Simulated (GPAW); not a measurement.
# A Au chain with one bond drawn out: a series of junctions

Aim: how the conductance and the thermopower change along a series of junctions, a Au chain with one bond drawn out.

Program: GPAW 26.7.0. Level of theory: GPAW LCAO, PAW setups; Landauer transmission from Green's functions with principal layers (ASE), zero bias. Results are calculated unless marked as measured.

## Step 1: The structure

The cell holds 10 atoms: 10 Au. Cell: a = 9.000 Å, b = 9.000 Å, c = 26.200 Å, α = 90.0°, β = 90.0°, γ = 90.0°. Regions: left lead, 5 atoms (5 Au); right lead, 5 atoms (5 Au). Vacuum lies along a and b. The structure is stacked along c, and the current runs across the ab planes.

As a file:

```cif
data_structure
_symmetry_space_group_name_H-M 'P 1'
_symmetry_Int_Tables_number 1
_cell_length_a 9.0000
_cell_length_b 9.0000
_cell_length_c 26.2000
_cell_angle_alpha 90.000
_cell_angle_beta 90.000
_cell_angle_gamma 90.000
_cell_volume 2122.20
loop_
_atom_site_label
_atom_site_type_symbol
_atom_site_fract_x
_atom_site_fract_y
_atom_site_fract_z
_atom_site_occupancy
Au1 Au 0.50000 0.50000 0.04962 1
Au2 Au 0.50000 0.50000 0.14885 1
Au3 Au 0.50000 0.50000 0.24809 1
Au4 Au 0.50000 0.50000 0.34733 1
Au5 Au 0.50000 0.50000 0.44656 1
Au6 Au 0.50000 0.50000 0.55344 1
Au7 Au 0.50000 0.50000 0.65267 1
Au8 Au 0.50000 0.50000 0.75191 1
Au9 Au 0.50000 0.50000 0.85115 1
Au10 Au 0.50000 0.50000 0.95038 1
```

## Step 2: Member of the series, stretch 0.2 Å

The structure changes from member to member while basis and functional stay, so that the trend is less open to errors of the level than any single value.

File run.py:

```python
import json
import numpy as np
from ase import Atoms
from ase.transport.calculators import TransportCalculator
from gpaw import GPAW, FermiDirac
from gpaw.lcao.tools import get_lcao_hamiltonian
from scipy.linalg import eigh

# The junction with lead layers at both ends, along the third cell vector
device = Atoms(
    ['Au', 'Au', 'Au', 'Au', 'Au', 'Au', 'Au', 'Au', 'Au', 'Au'],
    positions=[
        [4.50000, 4.50000, 1.30000],
        [4.50000, 4.50000, 3.90000],
        [4.50000, 4.50000, 6.50000],
        [4.50000, 4.50000, 9.10000],
        [4.50000, 4.50000, 11.70000],
        [4.50000, 4.50000, 14.50000],
        [4.50000, 4.50000, 17.10000],
        [4.50000, 4.50000, 19.70000],
        [4.50000, 4.50000, 22.30000],
        [4.50000, 4.50000, 24.90000]],
    cell=[[9.0, 0.0, 0.0], [0.0, 9.0, 0.0], [0.0, 0.0, 26.2]],
    pbc=True)

# One principal layer of the lead: the first 3 atoms of the device
lead = Atoms(
    ['Au', 'Au', 'Au'],
    positions=[
        [4.50000, 4.50000, 1.30000],
        [4.50000, 4.50000, 3.90000],
        [4.50000, 4.50000, 6.50000]],
    cell=[[9.0, 0.0, 0.0], [0.0, 9.0, 0.0], [0.0, 0.0, 7.8]],
    pbc=True)

settings = dict(mode='lcao', basis='dzp', xc='PBE', h=0.2,
                occupations=FermiDirac(0.1), maxiter=250,
                mixer=dict(beta=0.1, nmaxold=8, weight=100.0),
                convergence=dict(density=0.0001))
energies = np.arange(-2, 2 + 1e-9, 0.05)
eta = 0.0001
n1, n2 = 1, 1
# k and -k transmit alike, so half of the mesh across the current serves
mesh = [(i, j) for i in range(n1) for j in range(n2) if (i, j) <= (-i % n1, -j % n2)]
weights = np.array([1 if (i, j) == (-i % n1, -j % n2) else 2 for i, j in mesh]) / (n1 * n2)

# [... helper functions left out ...]
fermi_lead = ground_state(lead, (1, 1, 15), 'lead.txt')
fermi_device = ground_state(device, (1, 1, 3), 'device.txt')
# [... loop over the mesh left out, but for ...]
        # Shift the lead onto the potential of the device's first layer
        shift = ((H[:, 0, 0] - H0[:, 0, 0]) / S0[0, 0]).real.mean()
# [...]
kT = 8.617333e-5 * 500
bias = [0.1, 0.2, 0.5, 1.0, 1.5, 2.0]
# [... integrals and printing left out ...]
```

The run is started by

```sh
> OMP_NUM_THREADS=1 OPENBLAS_NUM_THREADS=1 python run.py
```

What it wrote:

```text
basis functions: device 150, principal layer 45
Fermi level: lead -4.6464 eV, device -4.6544 eV; lead shifted by -0.0033 eV
largest coupling past the next layer 2.46e-07 eV, largest misfit of the first layer 0.009 eV
  E-E_F (eV)   T (one spin)  [channel counts left out]
    -2.000    2.4124e+00
    -1.950    2.4432e+00
    -1.900    2.4710e+00
    -1.850    2.4966e+00
    -1.800    2.5202e+00
    -1.750    2.5422e+00
    -1.700    2.5627e+00
    -1.650    2.5819e+00
    -1.600    2.5995e+00
    -1.550    2.6158e+00
    -1.500    2.6305e+00
    -1.450    2.6437e+00
    -1.400    2.6554e+00
    -1.350    2.6655e+00
    -1.300    2.6850e+00
    -1.250    2.7857e+00
[...]
1.650    9.8852e-01
     1.700    9.8853e-01
     1.750    9.8854e-01
     1.800    9.8855e-01
     1.850    9.8856e-01
     1.900    9.8857e-01
     1.950    9.8858e-01
     2.000    9.8860e-01
conductance at 500 K: 1.0779 G0 a cell; thermopower 29.49 uV/K
current from the zero-bias T(E) at 0.1 V: 8.491 uA
current from the zero-bias T(E) at 0.2 V: 17.876 uA
current from the zero-bias T(E) at 0.5 V: 57.392 uA
current from the zero-bias T(E) at 1.0 V: 144.63 uA
current from the zero-bias T(E) at 1.5 V: 233.84 uA
current from the zero-bias T(E) at 2.0 V: 338.56 uA
```

It took 29 s on 1 thread of Arm Neoverse V2, shared host; peak memory 0.88 GiB.

Numbers from this step:

```
conductance                                    : 1.078 G₀
largest coupling past the next principal layer : 2.46e-7 eV
largest misfit of the first principal layer    : 0.008605 eV
shift that aligns the lead                     : -0.003339 eV
basis functions of the junction                : 150
basis functions of a principal layer           : 45
transmission at the Fermi level (one spin)     : 0.9854
```

One spin. Table of transmission, zone mean by energy, zero at the Fermi level:

| energy (eV) | transmission, zone mean |
| --- | --- |
| -2.000 | 2.41 |
| -1.800 | 2.52 |
| -1.600 | 2.60 |
| -1.400 | 2.66 |
| -1.200 | 3.09 |
| -1.000 | 4.67 |
| -0.850 | 5.26 |
| -0.800 | 3.49 |
| -0.600 | 3.58 |
| -0.400 | 3.66 |
| -0.200 | 2.81 |
| 0.000 | 0.985 |
| 0.200 | 0.987 |
| 0.400 | 0.988 |
| 0.600 | 0.988 |
| 0.800 | 0.986 |
| 1.000 | 0.989 |
| 1.200 | 0.989 |
| 1.400 | 0.989 |
| 1.600 | 0.989 |
| 1.800 | 0.989 |
| 2.000 | 0.989 |

Not self-consistent under bias; the bias window is split evenly. Table of current through one cell, from the zero-bias transmission by bias:

| bias (V) | current through one cell, from the zero-bias transmission (μA) |
| --- | --- |
| 0.100 | 8.49 |
| 0.200 | 17.9 |
| 0.500 | 57.4 |
| 1.000 | 145 |
| 1.500 | 234 |
| 2.000 | 339 |

Transmission of the three most open eigenchannels against energy, zero at the Fermi level:

| energy (eV) | channel 1 | channel 2 = channel 3 |
| --- | --- | --- |
| -2.00 | 0.930 | 0.741 |
| -1.85 | 0.933 | 0.782 |
| -1.70 | 0.935 | 0.814 |
| -1.60 | 0.936 | 0.832 |
| -1.45 | 0.937 | 0.853 |
| -1.30 | 0.937 | 0.869 |
| -1.15 | 0.942 | 0.878 |
| -1.05 | 0.949 | 0.881 |
| -0.90 | 0.960 | 0.883 |
| -0.75 | 0.963 | 0.886 |
| -0.60 | 0.966 | 0.892 |
| -0.50 | 0.973 | 0.898 |
| -0.35 | 0.982 | 0.909 |
| -0.20 | 0.979 | 0.917 |
| -0.05 | 0.984 | 2.7e-9 |
| 0.00 | 0.985 | 1.1e-10 |
| 0.05 | 0.986 | 1.1e-11 |
| 0.20 | 0.987 | 0 |
| 0.35 | 0.988 | 0 |
| 0.50 | 0.988 | 0 |
| 0.60 | 0.988 | 0 |
| 0.75 | 0.988 | 0 |
| 0.90 | 0.989 | 0 |
| 1.05 | 0.989 | 0 |
| 1.15 | 0.989 | 0 |
| 1.30 | 0.989 | 0 |
| 1.45 | 0.989 | 0 |
| 1.60 | 0.989 | 0 |
| 1.70 | 0.989 | 0 |
| 1.85 | 0.989 | 0 |
| 2.00 | 0.989 | 0 |

Couplings past the next layer reach 2.5e-7 eV, small enough to drop; the matrix elements of the cell's first layer differ from the bulk lead's by up to 0.0086 eV. That layer keeps its own values in the calculation, and only beyond it is the lead taken as perfect. The Fermi levels of lead and junction count from different zeros of potential, one for each periodic cell; with both set to zero, the small remaining shift is what aligns them. Without spin-orbit coupling, which is large for these atoms, channel counts and T are those of the scalar-relativistic bands. By hand: G = 1.078 × 77.48 μS = 83.5 μS, a resistance of 12.0 kΩ; at 0.1 V a linear junction would pass 8.35 μA, and the integral over the bias window gives 8.49 μA.

## Step 3: Member of the series: stretch = 0.5

The cell differs from the one that the last finished run ended in (c 26.200 → 26.500 Å).

run.py: that of step 2 with these lines changed.

```diff
@@ -17,8 +17,8 @@
         [4.50000, 4.50000, 11.70000],
-        [4.50000, 4.50000, 14.50000],
-        [4.50000, 4.50000, 17.10000],
-        [4.50000, 4.50000, 19.70000],
-        [4.50000, 4.50000, 22.30000],
-        [4.50000, 4.50000, 24.90000]],
-    cell=[[9.0, 0.0, 0.0], [0.0, 9.0, 0.0], [0.0, 0.0, 26.2]],
+        [4.50000, 4.50000, 14.80000],
+        [4.50000, 4.50000, 17.40000],
+        [4.50000, 4.50000, 20.00000],
+        [4.50000, 4.50000, 22.60000],
+        [4.50000, 4.50000, 25.20000]],
+    cell=[[9.0, 0.0, 0.0], [0.0, 9.0, 0.0], [0.0, 0.0, 26.5]],
     pbc=True)
```

What it wrote:

```text
basis functions: device 150, principal layer 45
Fermi level: lead -4.6464 eV, device -4.6624 eV; lead shifted by -0.0001 eV
largest coupling past the next layer 2.46e-07 eV, largest misfit of the first layer 0.016 eV
  E-E_F (eV)   T (one spin)  [channel counts left out]
    -2.000    1.1075e+00
    -1.950    1.1437e+00
    -1.900    1.1785e+00
    -1.850    1.2123e+00
    -1.800    1.2453e+00
    -1.750    1.2778e+00
    -1.700    1.3099e+00
    -1.650    1.3416e+00
    -1.600    1.3729e+00
    -1.550    1.4033e+00
    -1.500    1.4327e+00
    -1.450    1.4606e+00
    -1.400    1.4865e+00
    -1.350    1.5100e+00
    -1.300    1.5312e+00
    -1.250    1.5512e+00
[...]
1.650    9.1545e-01
     1.700    9.1545e-01
     1.750    9.1546e-01
     1.800    9.1546e-01
     1.850    9.1547e-01
     1.900    9.1548e-01
     1.950    9.1549e-01
     2.000    9.1549e-01
conductance at 500 K: 0.95466 G0 a cell; thermopower 17.65 uV/K
current from the zero-bias T(E) at 0.1 V: 7.4732 uA
current from the zero-bias T(E) at 0.2 V: 15.438 uA
current from the zero-bias T(E) at 0.5 V: 45.905 uA
current from the zero-bias T(E) at 1.0 V: 107.27 uA
current from the zero-bias T(E) at 1.5 V: 165.39 uA
current from the zero-bias T(E) at 2.0 V: 223.51 uA
```

Run time: 28 s. Hardware: 1 thread; peak memory 0.88 GiB.

This step gave:

```yaml
conductance: 0.9547 G₀
largest_misfit_of_the_first_principal_layer: 0.01609 eV
shift_that_aligns_the_lead: -1.38e-4 eV
transmission_at_the_fermi_level_one_spin: 0.9048
```

One spin. Table of transmission, zone mean by energy, zero at the Fermi level:

energy (eV), transmission, zone mean and a bar from the least value:
```
    -2.00       1.11 ####
    -1.90       1.18 #####
    -1.80       1.25 #######
    -1.70       1.31 ########
    -1.55       1.40 ##########
    -1.45       1.46 ###########
    -1.35       1.51 ############
    -1.25       1.55 ############
    -1.15       1.65 ##############
    -1.05       1.81 #################
    -0.90       2.28 ##########################
    -0.80       1.95 ####################
    -0.70       2.02 #####################
    -0.60       2.08 #######################
    -0.50       2.17 ########################
    -0.40       2.31 ###########################
    -0.30       2.47 ##############################
    -0.25       2.21 #########################
    -0.15       1.80 #################
    -0.05       0.90 
     0.00       0.90 
     0.05       0.91 
     0.15       0.91 
     0.25       0.91 
     0.40       0.92 
     0.50       0.92 
     0.60       0.92 
     0.70       0.92 
     0.80       0.91 
     0.90       0.92 
     1.05       0.92 
     1.15       0.92 
     1.25       0.92 
     1.35       0.92 
     1.45       0.92 
     1.55       0.92 
     1.70       0.92 
     1.80       0.92 
     1.90       0.92 
     2.00       0.92
```

Not self-consistent under bias; the bias window is split evenly. Table of current through one cell, from the zero-bias transmission by bias:

| bias (V) | current through one cell, from the zero-bias transmission (μA) |
| --- | --- |
| 0.100 | 7.47 |
| 0.200 | 15.4 |
| 0.500 | 45.9 |
| 1.000 | 107 |
| 1.500 | 165 |
| 2.000 | 224 |

Table of transmission of the three most open eigenchannels by energy, zero at the Fermi level:

| energy (eV) | channel 1 | channel 2 = channel 3 |
| --- | --- | --- |
| -2.00 | 0.642 | 0.233 |
| -1.90 | 0.650 | 0.264 |
| -1.80 | 0.657 | 0.294 |
| -1.70 | 0.663 | 0.323 |
| -1.55 | 0.670 | 0.366 |
| -1.45 | 0.673 | 0.394 |
| -1.35 | 0.675 | 0.417 |
| -1.25 | 0.676 | 0.436 |
| -1.15 | 0.683 | 0.449 |
| -1.05 | 0.710 | 0.456 |
| -0.90 | 0.765 | 0.457 |
| -0.80 | 0.787 | 0.458 |
| -0.70 | 0.797 | 0.460 |
| -0.60 | 0.812 | 0.467 |
| -0.50 | 0.842 | 0.483 |
| -0.40 | 0.881 | 0.508 |
| -0.25 | 0.873 | 0.547 |
| -0.15 | 0.885 | 0.457 |
| -0.05 | 0.900 | 1.0e-9 |
| 0.00 | 0.905 | 4.2e-11 |
| 0.05 | 0.908 | 4.2e-12 |
| 0.15 | 0.912 | 0 |
| 0.25 | 0.915 | 0 |
| 0.40 | 0.916 | 0 |
| 0.50 | 0.916 | 0 |
| 0.60 | 0.916 | 0 |
| 0.70 | 0.916 | 0 |
| 0.80 | 0.911 | 0 |
| 0.90 | 0.917 | 0 |
| 1.05 | 0.916 | 0 |
| 1.15 | 0.916 | 0 |
| 1.25 | 0.916 | 0 |
| 1.35 | 0.916 | 0 |
| 1.45 | 0.916 | 0 |
| 1.55 | 0.915 | 0 |
| 1.70 | 0.915 | 0 |
| 1.80 | 0.915 | 0 |
| 1.90 | 0.915 | 0 |
| 2.00 | 0.915 | 0 |

The conductance, 0.955 G₀, lies 11 % below that of the member before.

## Step 4: Member of the series: stretch = 0.8

The cell differs from the one that the last finished run ended in (c 26.500 → 26.800 Å).

run.py: that of step 3 with these lines changed.

```diff
@@ -17,8 +17,8 @@
         [4.50000, 4.50000, 11.70000],
-        [4.50000, 4.50000, 14.80000],
-        [4.50000, 4.50000, 17.40000],
-        [4.50000, 4.50000, 20.00000],
-        [4.50000, 4.50000, 22.60000],
-        [4.50000, 4.50000, 25.20000]],
-    cell=[[9.0, 0.0, 0.0], [0.0, 9.0, 0.0], [0.0, 0.0, 26.5]],
+        [4.50000, 4.50000, 15.10000],
+        [4.50000, 4.50000, 17.70000],
+        [4.50000, 4.50000, 20.30000],
+        [4.50000, 4.50000, 22.90000],
+        [4.50000, 4.50000, 25.50000]],
+    cell=[[9.0, 0.0, 0.0], [0.0, 9.0, 0.0], [0.0, 0.0, 26.8]],
     pbc=True)
```

What it wrote:

```text
basis functions: device 150, principal layer 45
Fermi level: lead -4.6464 eV, device -4.6642 eV; lead shifted by 0.0026 eV
largest coupling past the next layer 2.46e-07 eV, largest misfit of the first layer 0.026 eV
  E-E_F (eV)   T (one spin)  [channel counts left out]
    -2.000    4.8087e-01
    -1.950    4.9715e-01
    -1.900    5.1298e-01
[...]
1.950    7.6027e-01
     2.000    7.6007e-01
conductance at 500 K: 0.7673 G0 a cell; thermopower 5.972 uV/K
current from the zero-bias T(E) at 0.1 V: 5.9697 uA
current from the zero-bias T(E) at 0.2 V: 12.099 uA
current from the zero-bias T(E) at 0.5 V: 32.696 uA
current from the zero-bias T(E) at 1.0 V: 69.98 uA
current from the zero-bias T(E) at 1.5 V: 104.16 uA
current from the zero-bias T(E) at 2.0 V: 136.7 uA
```

It took 29 s on 1 thread; peak memory 0.89 GiB.

One spin. Table of transmission, zone mean by energy, zero at the Fermi level:

energy (eV), transmission, zone mean and a bar from the least value:
```
    -2.00       0.48 
    -1.90       0.51 #
    -1.80       0.54 ##
    -1.70       0.57 ###
    -1.55       0.62 #####
    -1.45       0.65 ######
    -1.35       0.67 #######
    -1.25       0.69 ########
    -1.15       0.71 #########
    -1.05       0.78 ###########
    -0.90       0.97 ##################
    -0.80       0.93 ################
    -0.70       0.96 ##################
    -0.60       1.00 ###################
    -0.50       1.06 #####################
    -0.40       1.17 #########################
    -0.30       1.29 ##############################
    -0.25       1.18 ##########################
    -0.15       1.01 ####################
    -0.05       0.74 ##########
     0.00       0.75 ##########
     0.05       0.76 ##########
     0.15       0.76 ##########
     0.25       0.77 ###########
     0.40       0.77 ###########
     0.50       0.77 ###########
     0.60       0.77 ###########
     0.70       0.77 ##########
     0.80       0.76 ##########
     0.90       0.77 ###########
     1.05       0.76 ##########
     1.15       0.76 ##########
     1.25       0.76 ##########
     1.35       0.76 ##########
     1.45       0.76 ##########
     1.55       0.76 ##########
     1.70       0.76 ##########
     1.80       0.76 ##########
     1.90       0.76 ##########
     2.00       0.76 ##########
```

The conductance, 0.767 G₀, lies 20 % below that of the member before.

## Step 5: Junction: stretch = 1.2

The cell differs from the one that the last finished run ended in (c 26.800 → 27.200 Å).

run.py: that of step 4 with these lines changed.

```diff
@@ -17,8 +17,8 @@
         [4.50000, 4.50000, 11.70000],
-        [4.50000, 4.50000, 15.10000],
-        [4.50000, 4.50000, 17.70000],
-        [4.50000, 4.50000, 20.30000],
-        [4.50000, 4.50000, 22.90000],
-        [4.50000, 4.50000, 25.50000]],
-    cell=[[9.0, 0.0, 0.0], [0.0, 9.0, 0.0], [0.0, 0.0, 26.8]],
+        [4.50000, 4.50000, 15.50000],
+        [4.50000, 4.50000, 18.10000],
+        [4.50000, 4.50000, 20.70000],
+        [4.50000, 4.50000, 23.30000],
+        [4.50000, 4.50000, 25.90000]],
+    cell=[[9.0, 0.0, 0.0], [0.0, 9.0, 0.0], [0.0, 0.0, 27.2]],
     pbc=True)
```

What it wrote:

```text
basis functions: device 150, principal layer 45
Fermi level: lead -4.6464 eV, device -4.6641 eV; lead shifted by 0.0074 eV
largest coupling past the next layer 2.46e-07 eV, largest misfit of the first layer 0.039 eV
  E-E_F (eV)   T (one spin)  [channel counts left out]
    -2.000    1.4840e-01
    -1.950    1.5292e-01
    -1.900    1.5727e-01
[...]
1.950    4.8215e-01
     2.000    4.8171e-01
conductance at 500 K: 0.4858 G0 a cell; thermopower -1.265 uV/K
current from the zero-bias T(E) at 0.1 V: 3.7658 uA
current from the zero-bias T(E) at 0.2 V: 7.5448 uA
current from the zero-bias T(E) at 0.5 V: 19.12 uA
current from the zero-bias T(E) at 1.0 V: 38.094 uA
current from the zero-bias T(E) at 1.5 V: 54.9 uA
current from the zero-bias T(E) at 2.0 V: 70.228 uA
```

Wall time 29 s (1 thread); peak memory 0.89 GiB.

One spin. Table of transmission, zone mean by energy, zero at the Fermi level:

| energy (eV) | transmission, zone mean |
| --- | --- |
| -2.00 | 0.148 |
| -1.85 | 0.161 |
| -1.70 | 0.174 |
| -1.60 | 0.181 |
| -1.45 | 0.191 |
| -1.30 | 0.197 |
| -1.15 | 0.194 |
| -1.05 | 0.223 |
| -0.90 | 0.297 |
| -0.75 | 0.347 |
| -0.60 | 0.369 |
| -0.50 | 0.408 |
| -0.35 | 0.519 |
| -0.30 | 0.555 |
| -0.20 | 0.497 |
| -0.05 | 0.478 |
| 0.00 | 0.485 |
| 0.05 | 0.491 |
| 0.20 | 0.498 |
| 0.35 | 0.499 |
| 0.50 | 0.497 |
| 0.60 | 0.496 |
| 0.75 | 0.492 |
| 0.90 | 0.494 |
| 1.05 | 0.491 |
| 1.15 | 0.489 |
| 1.30 | 0.488 |
| 1.45 | 0.486 |
| 1.60 | 0.485 |
| 1.70 | 0.484 |
| 1.85 | 0.483 |
| 2.00 | 0.482 |

The conductance, 0.486 G₀, lies 37 % below that of the member before.

## Step 6: Member of the series: stretch = 1.6

The cell differs from the one that the last finished run ended in (c 27.200 → 27.600 Å).

run.py: that of step 5 with these lines changed.

```diff
@@ -17,8 +17,8 @@
         [4.50000, 4.50000, 11.70000],
-        [4.50000, 4.50000, 15.50000],
-        [4.50000, 4.50000, 18.10000],
-        [4.50000, 4.50000, 20.70000],
-        [4.50000, 4.50000, 23.30000],
-        [4.50000, 4.50000, 25.90000]],
-    cell=[[9.0, 0.0, 0.0], [0.0, 9.0, 0.0], [0.0, 0.0, 27.2]],
+        [4.50000, 4.50000, 15.90000],
+        [4.50000, 4.50000, 18.50000],
+        [4.50000, 4.50000, 21.10000],
+        [4.50000, 4.50000, 23.70000],
+        [4.50000, 4.50000, 26.30000]],
+    cell=[[9.0, 0.0, 0.0], [0.0, 9.0, 0.0], [0.0, 0.0, 27.6]],
     pbc=True)
```

What it wrote:

```text
basis functions: device 150, principal layer 45
Fermi level: lead -4.6464 eV, device -4.6632 eV; lead shifted by 0.0110 eV
largest coupling past the next layer 2.46e-07 eV, largest misfit of the first layer 0.047 eV
  E-E_F (eV)   T (one spin)  [channel counts left out]
    -2.000    4.0848e-02
    -1.950    4.1933e-02
    -1.900    4.2966e-02
[...]
1.950    2.4505e-01
     2.000    2.4465e-01
conductance at 500 K: 0.25247 G0 a cell; thermopower -3.769 uV/K
current from the zero-bias T(E) at 0.1 V: 1.9549 uA
current from the zero-bias T(E) at 0.2 V: 3.903 uA
current from the zero-bias T(E) at 0.5 V: 9.6971 uA
current from the zero-bias T(E) at 1.0 V: 18.741 uA
current from the zero-bias T(E) at 1.5 V: 26.511 uA
current from the zero-bias T(E) at 2.0 V: 33.385 uA
```

The job ended after 29 s (1 thread; peak memory 0.89 GiB).

The conductance, 0.252 G₀, lies 48 % below that of the member before.

[end of part 1 of 2]

[Logs are printed without paths, hosts, clocks, repeated set-up lines and the standing remarks that a program may print on its own settings, such as how far it seeks lower states.]

[Hosts, paths, dates, database ids (printed as entryN), source tags and the programs' standing remarks are cut or masked in the printed files.]
